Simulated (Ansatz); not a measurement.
# LiPPdO4: relaxing a made-up structure

This structure for LiPPdO4 is made up. Its elements were placed in a known structure type with a cell scaled to their sizes. What cell does the guess relax to, and how far off was it?

Calculated with Ansatz 0.2.0; DFT, r2SCAN, plane-wave PAW, files of the set soft_1, scalar-relativistic, no spin, cell and ions relaxed at zero pressure; PAW set soft_1, in the first sound run; inputs show where later runs differ.

### Step 1. Set-up

It takes space group I-4 (No. 82, tetragonal). Conventional cell: a = 4.827 Å, b = 4.827 Å, c = 7.524 Å, α = 90.00°, β = 90.00°, γ = 90.00°. Pd has 4 O at 1.97 Å nearest. P has 4 O at 1.58 Å nearest. Nearest to O lie 1 P at 1.58 Å and 1 Pd at 1.97 Å and 1 Li at 2.09 Å. Nearest to Li lie 4 O at 2.09 Å. Farther neighbours and most contacts between anions are not listed.

### Step 2. Relaxing cell and atoms

The guessed cell has no reason to be at equilibrium. It is relaxed with the atoms, within the space group of the guess.

The input, input.yaml:

```yaml
crystal:
  lattice:
    - [-2.4135, 2.4135, 3.762]
    - [2.4135, -2.4135, 3.762]
    - [2.4135, 2.4135, -3.762]
  atoms:
    - { symbol: Pd, position: [0.0, 0.0, 0.0] }
    - { symbol: P, position: [0.25, 0.75, 0.5] }
    - { symbol: O, position: [0.9529, 0.8403, 0.52] }
    - { symbol: O, position: [0.1597, 0.6797, 0.1126] }
    - { symbol: O, position: [0.3203, 0.4329, 0.48] }
    - { symbol: O, position: [0.5671, 0.0471, 0.8874] }
    - { symbol: Li, position: [0.5, 0.5, 0.0] }
kpoints:
  mp_grid: { grid: [8, 8, 8] }
scf:
  occupations: { method: fermi_dirac, width: 0.05 }
hamiltonian:
  xc: r2scan
  pseudopotentials: { kind: paw, azcp: { folder: soft_1 } }
relax:
  f_tol: 0.015
  max_steps: 70
  cell: {}
output:
  forces: true
  stress: true
```

Launch:

```sh
$ ansatz run input.yaml --threads 4 --pin off --max-ram 10240MiB --backend cpu --events-out ev --progress --plain --runs-dir out
```

Numbers of over 12 decimals in the logs are rounded to 6 here.

What it wrote:

```text
Engine: ansatz 0.2.0, x86_64-unknown-linux-gnu
Pseudopotentials: kind: paw
Pseudopotential: Pd, paw, valence charge 18, recommended cutoff 500 eV (meta_gga), soft_1/Pd.paw.azcp
Pseudopotential: P, paw, valence charge 5, recommended cutoff 500 eV (meta_gga), soft_1/P.paw.azcp
Pseudopotential: O, paw, valence charge 6, recommended cutoff 500 eV (meta_gga), soft_1/O.paw.azcp
Pseudopotential: Li, paw, valence charge 3, recommended cutoff 500 eV (meta_gga), soft_1/Li.paw.azcp
Functional definition: r2SCAN
  parameter k0 = 0.174
  parameter k1 = 0.065
  parameter a1 = 4.9479
  exchange = r2scan_x(k0 = k0, k1 = k1, a1 = a1)
  correlation = r2scan_c
Crystal: 7 atoms, lattice volume = 87.654 Å³
Basis set: ecut = 500 eV, 2245 PW (Γ), exchange–correlation on 160×160×160 points (64 copies of the dense FFT grid, shifted against one another)
Bands: 32, of which v1, the nominal top of the filled ones, is band 25 counted from 1 (24 counted from 0)
Symmetry: 4 space group operations
Space group: I-4 (ITA 82), of the structure as read, at distance tolerance 4.4e-5 Å
k-points: 78 of 512 (time reversal used)
Non-local potential: Pd, projectors of the file, l = 0: 2, l = 1: 2, l = 2: 2, l = 3: 1
Non-local potential: P, projectors of the file, l = 0: 2, l = 1: 2, l = 2: 1
Non-local potential: O, projectors of the file, l = 0: 2, l = 1: 2, l = 2: 1
Non-local potential: Li, projectors of the file, l = 0: 3, l = 1: 2, l = 2: 1
PAW form: soft (Blöchl's): semilocal exchange-correlation on the pseudo side does not see the compensation charge
PAW frozen core: Pd, regenerated for the run's functional (the file was generated under x = pbe(κ = 0.804, μ = 0.219515), c = pbe(β = 0.066725))
PAW frozen core: P, regenerated for the run's functional (the file was generated under x = pbe(κ = 0.804, μ = 0.219515), c = pbe(β = 0.066725))
PAW frozen core: O, regenerated for the run's functional (the file was generated under x = pbe(κ = 0.804, μ = 0.219515), c = pbe(β = 0.066725))
PAW one-centre angular grid: Pd, 590 points (default); XC on 160 Gauss nodes
PAW one-centre angular grid: P, 302 points (default); XC on 160 Gauss nodes
PAW one-centre angular grid: O, 302 points (default); XC on 160 Gauss nodes
PAW one-centre angular grid: Li, 302 points (default); XC on 295 of its mesh's 2161 points in the sphere
Initial density: superposition of atomic densities (chi_scale 0.1, normalization cell, long waves kept (reshape's long-wave potential 0.03 eV rms))
Initial wavefunctions: pseudopotential atomic-orbital guess
Functional: x = r2scan, c = r2scan; τ floored in thin density (d = 2e-4 eV/Å³)
SCF iter   1: F=—  HF=-10224.921780 eV  |F-HF|=—  |Δ(HF+E_count)|=         —  Δρ=9.49e-2  dr2=5.79e0  dr2_τ=8.20e-1  ethr=3.10e-3  ⟨swp⟩=6.0  Hψ=12265  notcnv=0  defer=6
preconditioner: auto → LDOS  [metal: Δε(μ)=0.022 eV  Ē_g=15.008 eV  σ=0.050 eV  W_gap=0.11  n_scr=14 (ndim 8)  ℏωp=25.1 eV  f_vac=0.070  D(μ)=3.96/eV (n_scr^D=34)  β→1.0]
SCF iter   2: F=—  HF=-10224.915067 eV  |F-HF|=—  |Δ(HF+E_count)|=   6.71e-3  Δρ=6.94e-2  dr2=2.70e0  dr2_τ=2.68e-1  ethr=3.10e-3  ⟨swp⟩=3.0  Hψ=5833  notcnv=0  defer=138
SCF iter   3: F=—  HF=-10224.404953 eV  |F-HF|=—  |Δ(HF+E_count)|=   5.10e-1  Δρ=2.55e-2  dr2=6.48e-1  dr2_τ=1.27e-2  ethr=3.10e-3  ⟨swp⟩=2.6  Hψ=5103  notcnv=0  defer=138
SCF iter   4: F=—  HF=-10224.349059 eV  |F-HF|=—  |Δ(HF+E_count)|=   5.59e-2  Δρ=1.74e-2  dr2=3.78e-1  dr2_τ=4.62e-3  ethr=1.30e-3  ⟨swp⟩=2.0  Hψ=2954  notcnv=0  defer=139
SCF iter   5: F=—  HF=-10224.298384 eV  |F-HF|=—  |Δ(HF+E_count)|=   5.07e-2  Δρ=1.22e-2  dr2=1.43e-1  dr2_τ=3.30e-3  ethr=7.56e-4  ⟨swp⟩=2.0  Hψ=3480  notcnv=0  defer=140
SCF iter   6: F=—  HF=-10224.268454 eV  |F-HF|=—  |Δ(HF+E_count)|=   2.99e-2  Δρ=1.73e-3  dr2=2.58e-3  dr2_τ=1.86e-4  ethr=2.86e-4  ⟨swp⟩=2.4  Hψ=3663  notcnv=0  defer=142
SCF iter   7: F=—  HF=-10224.268725 eV  |F-HF|=—  |Δ(HF+E_count)|=   2.71e-4  Δρ=4.66e-4  dr2=1.22e-4  dr2_τ=1.25e-5  ethr=5.17e-6  ⟨swp⟩=2.3  Hψ=4369  notcnv=0  defer=142
SCF iter   8: F=—  HF=-10224.268759 eV  |F-HF|=—  |Δ(HF+E_count)|=   3.34e-5  Δρ=7.96e-5  dr2=2.72e-6  dr2_τ=5.17e-7  ethr=2.44e-7  ⟨swp⟩=2.4  Hψ=4384  notcnv=0  defer=142
SCF iter   9: F=—  HF=-10224.268760 eV  |F-HF|=—  |Δ(HF+E_count)|=   1.29e-6  Δρ=1.56e-5  dr2=2.10e-7  dr2_τ=1.40e-8  ethr=5.44e-9  ⟨swp⟩=3.5  Hψ=5403  notcnv=0  defer=142
SCF iter  10: F=-10224.268760 eV  HF=-10224.268760 eV  |F-HF|=3.13e-9  |Δ(HF+E_count)|=   3.02e-8  Δρ=2.78e-6  dr2=3.70e-9  dr2_τ=7.32e-10  ethr=2.00e-10  ⟨swp⟩=5.3  Hψ=9040  notcnv=0
SCF 1 converged in 10 iterations: F = -10224.268760 eV  dr2 = 3.70e-9
  greatest PAW one-centre occupation: 1.001 electrons in one spin orbital (limit 2), on the Pd atom at site 0 (counted from 0), in its partial waves of l = 1
relax step   1: F+E_penalty+E_count = -10224.26875984 eV  Δ(F+E_penalty+E_count) = +0.000e0 eV  max|allowed force component| = 3.294e0 eV/Å  Δτ_max = 0.0000 Å  P = +6.003 GPa  Ω = 87.654 Å³  (10 SCF iters, dr2 threshold 1.00e-7 eV, accepted)
Crystal: 7 atoms, lattice volume = 91.039 Å³
Basis set: ecut = 500 eV, 2293 PW (Γ), exchange–correlation on 160×160×160 points (64 copies of the dense FFT grid, shifted against one another)
Initial density: handed on by an earlier stage of this run
Initial wavefunctions: those handed on with the density
iter 1 solved again at ethr=5.02e-4 eV; its pass at ethr=3.10e-3 eV (dr2=2.51e-1 eV) is discarded
SCF iter   1: F=—  HF=-10225.066222 eV  |F-HF|=—  |Δ(HF+E_count)|=         —  Δρ=2.73e-2  dr2=2.50e-1  dr2_τ=2.58e0  ethr=5.02e-4  ⟨swp⟩=2.3  Hψ=15701  notcnv=0
preconditioner: auto → none  [metal: Δε(μ)=0.055 eV  Ē_g=14.390 eV  σ=0.050 eV  W_gap=0.25  n_scr=14 (ndim 8)  ℏωp=24.6 eV  f_vac=0.158  D(μ)=0.99/eV (n_scr^D=0)]
SCF iter   2: F=—  HF=-10225.527532 eV  |F-HF|=—  |Δ(HF+E_count)|=   4.61e-1  Δρ=1.15e-2  dr2=1.29e-1  dr2_τ=1.45e-2  ethr=4.99e-4  ⟨swp⟩=3.0  Hψ=5232  notcnv=0
preconditioner: auto → LDOS  [metal: Δε(μ)=0.020 eV  Ē_g=14.530 eV  σ=0.050 eV  W_gap=0.10  n_scr=14 (ndim 8)  ℏωp=24.6 eV  f_vac=0.156  D(μ)=2.03/eV (n_scr^D=14)  β→1.0]
SCF iter   3: F=—  HF=-10225.513261 eV  |F-HF|=—  |Δ(HF+E_count)|=   1.43e-2  Δρ=4.39e-3  dr2=2.18e-2  dr2_τ=7.95e-4  ethr=2.59e-4  ⟨swp⟩=2.0  Hψ=3657  notcnv=0  defer=138
SCF iter   4: F=—  HF=-10225.510347 eV  |F-HF|=—  |Δ(HF+E_count)|=   2.91e-3  Δρ=8.23e-4  dr2=6.71e-4  dr2_τ=4.11e-5  ethr=4.36e-5  ⟨swp⟩=2.0  Hψ=2589  notcnv=0  defer=138
SCF iter   5: F=—  HF=-10225.510256 eV  |F-HF|=—  |Δ(HF+E_count)|=   9.05e-5  Δρ=1.42e-4  dr2=1.01e-5  dr2_τ=1.20e-6  ethr=1.34e-6  ⟨swp⟩=2.6  Hψ=3810  notcnv=0  defer=138
[...]
[... from here on, the SCF cycles and remarks between the steps are left out ...]
relax step   4: F+E_penalty+E_count = -10226.08403614 eV  Δ(F+E_penalty+E_count) = -1.721e-1 eV  max|allowed force component| = 4.487e-1 eV/Å  Δτ_max = 0.0665 Å  P = -1.702 GPa  Ω = 86.555 Å³  energy of the carried Pulay correction = +7.553e-4 eV  (7 SCF iters, dr2 threshold 7.00e-7 eV, accepted)
relax step   5: F+E_penalty+E_count = -10226.20791960 eV  Δ(F+E_penalty+E_count) = -1.239e-1 eV  max|allowed force component| = 5.496e-1 eV/Å  Δτ_max = 0.0615 Å  P = -1.183 GPa  Ω = 84.085 Å³  energy of the carried Pulay correction = +2.488e-3 eV  (7 SCF iters, dr2 threshold 7.00e-7 eV, accepted)
relax step   6: F+E_penalty+E_count = -10226.34746066 eV  Δ(F+E_penalty+E_count) = -1.395e-1 eV  max|allowed force component| = 3.929e-1 eV/Å  Δτ_max = 0.0777 Å  P = -0.877 GPa  Ω = 81.431 Å³  energy of the carried Pulay correction = +4.405e-3 eV  (7 SCF iters, dr2 threshold 7.00e-7 eV, accepted)
relax step   7: F+E_penalty+E_count = -10226.41682461 eV  Δ(F+E_penalty+E_count) = -6.936e-2 eV  max|allowed force component| = 2.504e-1 eV/Å  Δτ_max = 0.1383 Å  P = -0.465 GPa  Ω = 80.692 Å³  energy of the carried Pulay correction = +4.950e-3 eV  (8 SCF iters, dr2 threshold 7.00e-7 eV, accepted)
relax step   8: F+E_penalty+E_count = -10226.43196778 eV  Δ(F+E_penalty+E_count) = -1.514e-2 eV  max|allowed force component| = 1.953e-1 eV/Å  Δτ_max = 0.0302 Å  P = +0.510 GPa  Ω = 77.953 Å³  energy of the carried Pulay correction = +7.012e-3 eV  (7 SCF iters, dr2 threshold 7.00e-7 eV, accepted)
relax step   9: F+E_penalty+E_count = -10226.43796073 eV  Δ(F+E_penalty+E_count) = -5.993e-3 eV  max|allowed force component| = 2.680e-2 eV/Å  Δτ_max = 0.0110 Å  P = -0.075 GPa  Ω = 78.942 Å³  energy of the carried Pulay correction = +6.259e-3 eV  (7 SCF iters, dr2 threshold 7.00e-7 eV, accepted)
relax step  10: F+E_penalty+E_count = -10226.43794810 eV  Δ(F+E_penalty+E_count) = +1.263e-5 eV  max|allowed force component| = 2.247e-2 eV/Å  Δτ_max = 0.0061 Å  P = -0.152 GPa  Ω = 79.224 Å³  energy of the carried Pulay correction = +6.046e-3 eV  (6 SCF iters, dr2 threshold 1.24e-7 eV, accepted)
relax step  11: F+E_penalty+E_count = -10226.43822678 eV  Δ(F+E_penalty+E_count) = -2.787e-4 eV  max|allowed force component| = 3.693e-3 eV/Å  Δτ_max = 0.0008 Å  P = +0.036 GPa  Ω = 79.066 Å³  energy of the carried Pulay correction = +6.166e-3 eV  (5 SCF iters, dr2 threshold 2.42e-7 eV, accepted)
relax step  12: F+E_penalty+E_count = -10226.44156066 eV  Δ(F+E_penalty+E_count) = -3.334e-3 eV  max|allowed force component| = 3.625e-3 eV/Å  Δτ_max = 0.0000 Å  P = +0.091 GPa  Ω = 79.066 Å³  stress off target by 1.64e-1 GPa  SCF on the basis re-selected at this cell (its energy is not comparable with the rows above)  (7 SCF iters)
relax step  13: F+E_penalty+E_count = -10226.44168347 eV  Δ(F+E_penalty+E_count) = -1.228e-4 eV  max|allowed force component| = 1.568e-3 eV/Å  Δτ_max = 0.0035 Å  P = -0.004 GPa  Ω = 79.037 Å³  energy of the carried Pulay correction = -1.337e-6 eV  (6 SCF iters, dr2 threshold 6.70e-8 eV, accepted)
iter 1 solved again at ethr=1.41e-7 eV; its pass at ethr=3.10e-3 eV (dr2=7.03e-5 eV) is discarded
SCF iter   1: F=—  HF=-10226.441668 eV  |F-HF|=—  |Δ(HF+E_count)|=         —  Δρ=9.09e-6  dr2=1.24e-8  dr2_τ=3.62e-8  ethr=1.41e-7  ⟨swp⟩=3.6  Hψ=20862  notcnv=0
eigensolver tolerance schedule: the retry pair's looser diagonalisation over-reported the residual by 5671.25 of it (diagonalisation noise at 0.35 of the residual, at the tolerance the schedule requests for it); recorded, not acted on — ethr = c·dr2/N_el stays at c = 1.0e-1
preconditioner: auto → Resta (q_TF=auto, 2.528 Å⁻¹)  ε∞=4.1  [insulator: Δε(μ)=1.110 eV  Ē_g=15.009 eV  σ=0.050 eV  W_gap=1.00  n_scr=18 (ndim 8)  ℏωp=26.4 eV  f_vac=0.086  D(μ)=0.00/eV (n_scr^D=0)  ε∞_Penn≈4.1]
SCF iter   2: F=—  HF=-10226.441669 eV  |F-HF|=—  |Δ(HF+E_count)|=   1.13e-6  Δρ=4.64e-6  dr2=3.14e-9  dr2_τ=2.80e-9  ethr=2.48e-11  ⟨swp⟩=3.1  Hψ=5168  notcnv=0
SCF iter   3: F=—  HF=-10226.441669 eV  |F-HF|=—  |Δ(HF+E_count)|=   8.13e-9  Δρ=1.12e-6  dr2=7.58e-10  dr2_τ=1.81e-10  ethr=6.28e-12  ⟨swp⟩=2.0  Hψ=3985  notcnv=0
SCF iter   4: F=—  HF=-10226.441669 eV  |F-HF|=—  |Δ(HF+E_count)|=  3.64e-10  Δρ=3.44e-7  dr2=1.24e-10  dr2_τ=7.94e-12  ethr=1.52e-12  ⟨swp⟩=3.0  Hψ=4456  notcnv=0
SCF iter   5: F=-10226.441669 eV  HF=-10226.441669 eV  |F-HF|=1.82e-12  |Δ(HF+E_count)|=  3.46e-11  Δρ=1.56e-7  dr2=2.39e-11  dr2_τ=2.38e-12  ethr=1.00e-12  ⟨swp⟩=4.9  Hψ=8231  notcnv=0
SCF 14 converged in 5 iterations: F = -10226.441669 eV  dr2 = 2.39e-11
relax step  14: F+E_penalty+E_count = -10226.44166911 eV  Δ(F+E_penalty+E_count) = +1.437e-5 eV  max|allowed force component| = 1.581e-3 eV/Å  Δτ_max = 0.0000 Å  P = -0.004 GPa  Ω = 79.037 Å³  stress off target by 6.40e-3 GPa  SCF on the basis re-selected at this cell (its energy is not comparable with the rows above)  (5 SCF iters)
basis re-selected at this cell: Δ(F+E_penalty+E_count) = +1.437e-5 eV, ΔP = -0.000 GPa vs the last step (what re-selecting the basis moved, of the pressure what is left beyond the Pulay correction that the steps carried, after the strain that the cell walked since its last selection, with what the two solves' SCF thresholds leave and, on support functions, any second-order correction that the steps lacked; it is no m [...]
SCF converged after 5 iterations
Free energy (F): -10226.441669 eV
Harris-Foulkes:  -10226.441669 eV  (|F-HF|=1.82e-12)
Internal energy: -10226.441668 eV  (E = F + TS)
E sigma→0 (E₀):  -10226.441669 eV
Entropy (-TS):   -0.000001 eV (-0.000 meV/atom)
Fermi energy:    7.094838 eV
--- Per-component energies (eV) ---
  E_band       = -525.170982
  E_kinetic    = 1227.583141
  E_local      = -4709.184008  (includes V_loc(G=0)·N_el)
  E_nonlocal   = 589.205020
  E_hartree    = 1829.800546
  E_xc         = -493.787454
  E_vxc        = -681.428807  (∫ρ·V_xc dr)
  E_paw        = -5082.630881  (= ΣΔE_a)
  E_vpaw       = -656.165704  (= ΣTr[D̂ρ^β])
  E_aug_tail   = 0.001382  (compensation charges beyond the density's cutoff)
  E_vtau       = 45.216942  (kinetic-family band-sum trace: ∫τ·v_τ [+ j·A + Jᵃ·Aᵃ] dr)
  E_ewald      = -3586.758726
  E_core_change = -0.670690  (= ΣΔE_core)
  E_smearing   = -0.000001  (= −TS)
  E_closure    = 0.000000  (closes the sum)
  Σ components = -10226.441669   (vs F -10226.441669, Δ=0.00e0)
--- Forces (eV/Å), atoms counted from 1 ---
  atom   1  Pd    -0.00000000     0.00000000     0.00000000
  atom   2  P      0.00000000     0.00000000     0.00000000
  atom   3  O     -0.00056643     0.00158053     0.00017070
  atom   4  O      0.00158053     0.00056643    -0.00017070
  atom   5  O      0.00056643    -0.00158053     0.00017070
  atom   6  O     -0.00158053    -0.00056643    -0.00017070
  atom   7  Li     0.00000000     0.00000000     0.00000000
  max |Σ_I F_I| component: 1.28e-16 eV/Å
--- Stress (GPa, compression-positive) ---
       -0.006398       0.000013       0.000000
       -0.000013      -0.006398       0.000000
        0.000000       0.000000       0.000269
  P = ⅓ Tr σ = -0.0042 GPa (-0.042 kbar)
--- Relaxed structure (12 steps of the walk, 12 accepted, 2 SCFs on fresh bases) ---
  F+E_penalty+E_count = -10226.44166911 eV   max|allowed force component| = 1.581e-3 eV/Å   (the final SCF, on the basis selected at the relaxed cell)
  cell:  # Å, volume = 79.0370 Å³
    - [-2.687116, 2.687116, 2.736514]
    - [2.687116, -2.687116, 2.736514]
    - [2.687116, 2.687116, -2.736514]
  atoms:
    - { symbol: Pd, position: [-2.39028324291527e-19, 0, 0] }
    - { symbol: P, position: [0.25, 0.75, 0.5] }
    - { symbol: O, position: [0.918085, 0.750616, 0.495764] }
    - { symbol: O, position: [0.249384, 0.745149, 0.167469] }
    - { symbol: O, position: [0.254851, 0.422321, 0.504236] }
    - { symbol: O, position: [0.577679, 0.081915, 0.832531] }
    - { symbol: Li, position: [0.5, 0.5, 0] }
```

Elapsed: 99 s, on 4 threads of Intel Xeon Platinum 8375C at 2.90GHz (Ice Lake), shared host; peak memory 0.79 GiB; 6.4 min of CPU time.

Step by step:

```
step  energy less that of the first step (eV)  largest force component (eV/Å)  pressure (GPa)  volume (Å³)
   1                                   0.0000                          3.2937            6.00        87.65
   2                                  -1.2415                          1.2222           -2.01        91.04
   3                                  -1.6432                          0.3841           -2.59        89.41
   4                                  -1.8153                          0.4487           -1.70        86.55
   5                                  -1.9392                          0.5496           -1.18        84.08
   6                                  -2.0787                          0.3929           -0.88        81.43
   7                                  -2.1481                          0.2504           -0.47        80.69
   8                                  -2.1632                          0.1953            0.51        77.95
   9                                  -2.1692                          0.0268           -0.07        78.94
  10                                  -2.1692                          0.0225           -0.15        79.22
  11                                  -2.1695                          0.0037            0.04        79.07
 12*                                  -2.1728                          0.0036            0.09        79.07
  13                                  -2.1729                          0.0016            0.00        79.04
 14*                                  -2.1729                          0.0016            0.00        79.04
```

Relaxation steps marked * repeat the geometry before them on a plane-wave basis chosen anew for their cell, so energy and pressure can jump there.

Forces are held to the 4 operations that the run works with; a distortion that breaks them can't arise in this run.

```
     cell as run  before   after   change
           a (Å)   5.080   4.683   -7.8 %
           b (Å)   5.080   4.683   -7.8 %
           c (Å)   5.080   4.683   -7.8 %
           α (°)  123.26  109.97  -10.8 %
           β (°)  123.26  109.97  -10.8 %
           γ (°)   84.43  108.48  +28.5 %
volume (Å³/atom)   12.52   11.29   -9.8 %
```

The atoms that moved most (Å, as changes of fractional coordinates times the final cell):

```
atom      dx      dy      dz  length
  O3  -0.213   0.082  -0.274   0.357
  O4   0.082   0.213   0.274   0.357
  O6  -0.082  -0.213   0.274   0.357
  O5   0.213  -0.082  -0.274   0.357
```

Numbers from this step:

```
free energy         : -10226.4417 eV
Fermi energy        : 7.095 eV
gap by band count   : 1.110 eV
electrons           : 50
symmetry operations : 4
pressure            : -0.004176 GPa
```

The shortest distance of each pair, which need not be the same contact before and after:

```
 pair  guess (Å)  relaxed (Å)
  O–P      1.575        1.549
 Li–O      2.087        2.044
 O–Pd      1.972        2.074
  O–O      2.533        2.528
Li–Pd      3.413        2.737
```

The relaxation ends with a largest force component of 0.0016 eV/Å and a pressure of 0.00 GPa.

(Part 1 of 2 ends here.)

[Logs are printed without paths, hosts, clocks, repeated set-up lines and the standing remarks that a program may print on its own settings, such as how far it seeks lower states.]

[Hosts, paths, dates, database ids (printed as entryN), source tags and the programs' standing remarks are cut or masked in the printed files.]
